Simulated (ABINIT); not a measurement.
# Quasiparticle gap of SrCl2 (Fm-3m) in ABINIT, part 3 of 3

How does a plane-wave GW calculation on SrCl2 (Fm-3m) run from the first input to the gap?

ABINIT 10.8.3; PBE and many-body steps on it, plane waves. Known limits of the many-body steps: not at the basis limit; screening head approximate; coarse k mesh.

So far. Step 4 (Empty states on the mesh, 2×2×2 mesh, 116 bands): On this mesh the gap is 5.342 eV. Step 5 (Screening, 2×2×2 mesh, 106 bands, screening to 98 eV): Local fields lower ε∞ by 17 %. On a Γ-centred mesh this coarse the value itself is usually too large, while a short band sum pulls it down.

**6. Self-energy, 2×2×2 mesh, 106 bands, screening to 98 eV**

The self-energy is evaluated for the states that the input lists, and the levels follow from it, in one-shot runs by the linearised quasiparticle equation.

This step: G0W0 on PBE with spin-orbit coupling, plane waves, norm-conserving pseudopotentials.

File run.abi:

```
acell 3*1.0 Angstrom
rprim 
  -0.000000000000 3.488350000000 3.488350000000
  3.488350000000 -0.000000000000 3.488350000000
  3.488350000000 3.488350000000 -0.000000000000
ntypat 2
znucl 38 17
natom 3
typat 1 2 2
xred 
  0.000000000000 0.000000000000 0.000000000000
  0.250000000000 0.250000000000 0.250000000000
  0.750000000000 0.750000000000 0.750000000000
pp_dirpath "pseudos"
pseudos "Sr.upf, Cl.upf"
ecut 28
nspinor 2
ngkpt 2 2 2
nshiftk 1
shiftk 0 0 0
kptopt 1
chksymbreak 0
istwfk *1
occopt 1
irdwfk 1
optdriver 4
nband 106
gwcalctyp 0
ecutsigx 28
symsigma 0
nkptgw 2
kptgw 
  0.5000000000 0.5000000000 0.0000000000
  0.0000000000 0.0000000000 0.0000000000
bdgw 
  21 28
  21 30
ecuteps 3.6
irdscr 1
ppmodel 1
indata_prefix "in"
outdata_prefix "out"
tmpdata_prefix "tmp"
```

Command:

```console
> OMP_NUM_THREADS=1 mpirun -n 4 abinit run.abi > log
```

Numbers of over 12 decimals in the logs are rounded to 6 here.

The log of the run:

```text
.Version 10.8.3 of ABINIT. v10.8.2 released Aug 2026.

 Symmetries : space group Fm -3 m (#225); Bravais cF (face-center cubic)
[... echo of the input left out ...]
== DATASET  1 ==================================================================
-   mpi_nproc: 4, omp_nthreads: 1 (-1 if OMP is not activated)

--- !DatasetInfo
iteration_state: {dtset: 1, }
dimensions: {natom: 3, nkpt: 3, mband: 106, nsppol: 1, nspinor: 2, nspden: 1, mpw: 4088, }
cutoff_energies: {ecut:  28.0, pawecutdg:  -1.0, }
electrons: {nelect:   2.40000000E+01, charge:   0.00000000E+00, occopt:   1.00000000E+00, tsmear:   1.00000000E-02, }

 SIGMA: Calculation of the GW corrections

 Based on a program developped by R.W. Godby, V. Olevano, G. Onida, and L. Reining.
 Incorporated in ABINIT by V. Olevano, G.-M. Rignanese, and M. Torrent.
.Using double precision arithmetic ; gwpc =  8

[... cell and pseudopotentials left out ...]
--------------------------------------------------------------------------------

 ==== K-mesh for the wavefunctions ====
 Number of points in the irreducible wedge :     3
[... list of points left out ...]
 Together with 48 symmetry operations and time-reversal symmetry
 yields     8 points in the full Brillouin Zone.

 ==== Q-mesh for screening function ====
 Number of points in the irreducible wedge :     3
[... list of points left out ...]
 Together with 48 symmetry operations and time-reversal symmetry
 yields     8 points in the full Brillouin Zone.

 vcoul_init : cutoff-mode = AUXILIARY_FUNCTION
 q-points for optical limit:   1
     1)      0.000010    0.000020    0.000030
 setmesh: FFT mesh size selected  =    45x   45x   45
          total number of points  =        91125

 Number of electrons calculated from density =   24.0000; Expected =   24.0000
 average of density, n =  0.041891
 r_s =    1.7862
 omega_plasma =   19.7432 [eV]

 === KS Band Gaps ===
  >>>> For spin  1
   Minimum direct gap =   5.5099 [eV], located at k-point      :   0.5000  0.5000  0.0000
   Fundamental gap    =   5.3423 [eV], Top of valence bands at :   0.5000  0.5000  0.0000
                                       Bottom of conduction at :   0.0000  0.0000  0.0000
 SIGMA fundamental parameters:
 PLASMON POLE MODEL  1
 number of plane-waves for SigmaX                 4015
 number of plane-waves for SigmaC and W            169
 number of plane-waves for wavefunctions          4015
 number of bands                                   106
 number of independent spin polarizations            1
 number of spinorial components                      2
 number of k-points in IBZ                           3
 number of q-points in IBZ                           3
 number of symmetry operations                      48
 number of k-points in BZ                            8
 number of q-points in BZ                            8
 number of frequencies for dSigma/dE                 9
 frequency step for dSigma/dE [eV]                0.25
 number of omega for Sigma on real axis              0
 max omega for Sigma on real axis  [eV]           0.00
 zcut for avoiding poles [eV]                     0.10

 EPSILON^-1 parameters (SCR file):
 dimension of the eps^-1 matrix on file            169
 dimension of the eps^-1 matrix used               169
 number of plane-waves for wavefunctions          4015
 number of bands                                   106
 number of q-points in IBZ                           3
 number of frequencies                               2
 number of real frequencies                          1
 number of imag frequencies                          1

 matrix elements of self-energy operator (all in [eV])

 Perturbative Calculation

--- !SelfEnergy_ee
iteration_state: {dtset: 1, }
kpoint     : [   0.500,    0.500,    0.000, ]
spin       : 1
KS_gap     :    5.510
QP_gap     :    7.731
Delta_QP_KS:    2.221
data: !SigmaeeData |
     Band     E0 <VxcDFT>   SigX SigC(E0)      Z dSigC/dE  Sig(E)    E-E0       E
       21   1.314 -14.376 -18.106   2.698   0.817  -0.225 -15.219  -0.843   0.471
       22   1.314 -14.376 -18.106   2.698   0.817  -0.225 -15.219  -0.843   0.471
       23   1.670 -14.802 -18.515   2.728   0.816  -0.226 -15.605  -0.804   0.867
       24   1.670 -14.802 -18.515   2.728   0.816  -0.226 -15.605  -0.804   0.867
       25   7.180  -8.453  -4.054  -2.764   0.867  -0.154  -7.036   1.417   8.598
       26   7.180  -8.453  -4.054  -2.763   0.867  -0.154  -7.036   1.418   8.598
       27   8.721 -11.005  -5.545  -2.942   0.859  -0.165  -8.842   2.163  10.884
       28   8.721 -11.005  -5.545  -2.943   0.859  -0.165  -8.843   2.162  10.883

--- !SelfEnergy_ee
iteration_state: {dtset: 1, }
kpoint     : [   0.000,    0.000,    0.000, ]
spin       : 1
KS_gap     :    5.630
QP_gap     :    7.498
Delta_QP_KS:    1.869
data: !SigmaeeData |
     Band     E0 <VxcDFT>   SigX SigC(E0)      Z dSigC/dE  Sig(E)    E-E0       E
       21   1.383 -14.463 -18.280   2.743   0.816  -0.225 -15.339  -0.876   0.507
       22   1.383 -14.463 -18.277   2.743   0.816  -0.225 -15.337  -0.874   0.509
[...]
26   7.013  -7.720  -3.616  -2.959   0.867  -0.154  -6.728   0.992   8.004
       27   7.776  -9.730  -4.691  -2.855   0.863  -0.159  -7.844   1.885   9.661
       28   7.776  -9.730  -4.691  -2.854   0.863  -0.159  -7.844   1.885   9.661
       29   7.776  -9.730  -4.691  -2.853   0.863  -0.159  -7.844   1.886   9.662
       30   7.776  -9.730  -4.691  -2.853   0.863  -0.159  -7.843   1.887   9.662

== END DATASET(S) ==============================================================
================================================================================

 -outvars: echo values of variables after computation  --------
           etotal      0.0000000000E+00
            nband         106
             nkpt           3
          spgroup         225
 [... the other variables as echoed above ...]

 Calculation completed.
```

The job ended after 16 s (4 MPI ranks of Arm Neoverse V2, shared host; peak memory 0.87 GiB).

Numbers from this step:

```
G0W0 gap on the points computed              : 7.137 eV
starting gap on the mesh                     : 5.342 eV
k of the valence top                         : 0.5, 0.5, 0
k of the conduction bottom                   : 0, 0, 0
Z at the valence top                         : 0.816
Z at the conduction bottom                   : 0.867
least direct G0W0 gap on the computed points : 7.495 eV
```

The gap on the mesh goes from 5.34 eV to 7.14 eV, a correction of +1.79 eV.

Limits: finite bands, cutoff and mesh; screening head approximate; coarse k mesh. v1 is the top filled band, c1 the lowest empty one. The levels before and after the correction (eV, zero at the valence-band top of each column):

|  | conduction bottom | valence top |
| --- | --- | --- |
| Kohn-Sham | 5.34 | 0.00 |
| G0W0 | 7.14 | 0.00 |

|  | level | energy (eV) |
| --- | --- | --- |
| Kohn-Sham | (0.5 0.5 0) v3 | -0.356 |
| Kohn-Sham | (0.5 0.5 0) v2-v1 | 0.000 |
| Kohn-Sham | (0.5 0.5 0) c1-c2 | 5.510 |
| Kohn-Sham | (0.5 0.5 0) c3 | 7.051 |
| Kohn-Sham | Γ v3-v1 | -0.287 |
| Kohn-Sham | Γ c1-c2 | 5.342 |
| Kohn-Sham | Γ c3 | 6.106 |
| G0W0 | (0.5 0.5 0) v3 | -0.396 |
| G0W0 | (0.5 0.5 0) v2-v1 | 0.000 |
| G0W0 | (0.5 0.5 0) c1-c2 | 7.731 |
| G0W0 | (0.5 0.5 0) c3 | 10.017 |
| G0W0 | Γ v3-v1 | -0.358 |
| G0W0 | Γ c1-c2 | 7.138 |
| G0W0 | Γ c3 | 8.794 |

**7. Where the time went**

Times are wall times on 4 MPI ranks of Arm Neoverse V2, shared host, good to a factor of about two.

| step | time | share | memory (GiB) |
| --- | --- | --- | --- |
| ground state | 26 s | 19 % | 0.37 |
| bands along the symmetry lines | 52 s | 38 % | 0.41 |
| empty states on the mesh | 36 s | 26 % | 0.35 |
| screening | 7 s | 5 % | 0.82 |
| self-energy | 16 s | 12 % | 0.87 |

**8. Summary of results**

```yaml
pbe_gap: 5.34 eV, indirect
g0w0_gap_on_the_mesh: 7.14 eV
gw_settings: 2×2×2 mesh, 106 bands, screening to 98 eV, Godby-Needs plasmon pole
known_limits: not at the basis limit; screening head approximate; coarse k mesh
```

In words: G0W0 moves the gap on the mesh from 5.34 eV to 7.14 eV (+1.79 eV), with Z of 0.82 and 0.87 at the edges. Local fields lower the RPA ε∞ on this mesh from 3.82 to 3.16; a Γ-centred mesh this coarse tends to raise both, most where the direct gap is narrow, while a short band sum lowers them. Only 2 of the mesh's irreducible points were corrected, so a valley elsewhere could overtake. Bands and cutoff are finite, so the gap is not at the basis limit. The miss can reach some tenths of an eV and take either sign; the mesh is an error of its own. In the G0W0 run levels were corrected at 2 k points alone, so a gap called «on the mesh» is the least over those, and an edge elsewhere would be missed. The 2×2×2 mesh is coarse for this cell, which bears on the long-range parts of exchange and screening. The long-wavelength limit of the screening leaves out the non-local commutator, which shifts ε∞.

[Paths, hosts, dates, memory and timing lines, banners, echoed tables and standing remarks are left out of the program output.]

[Logs are printed without paths, hosts, clocks, repeated set-up lines and the standing remarks that a program may print on its own settings, such as how far it seeks lower states.]

[Runs of the session that timed out or met a known fault of the program may be left out.]

[Hosts, paths, dates, database ids (printed as entryN), source tags and the programs' standing remarks are cut or masked in the printed files.]

[G0W0 gaps are taken among the corrected bands and points alone; a level outside them can change the order at an edge.]

[Where Ansatz stands beside ABINIT at settings called matched, ABINIT's density can come from a denser mesh and the files from another edition; pairs whose starting gaps differed by over 0.03 eV were left out, so agreement reads better than it is.]
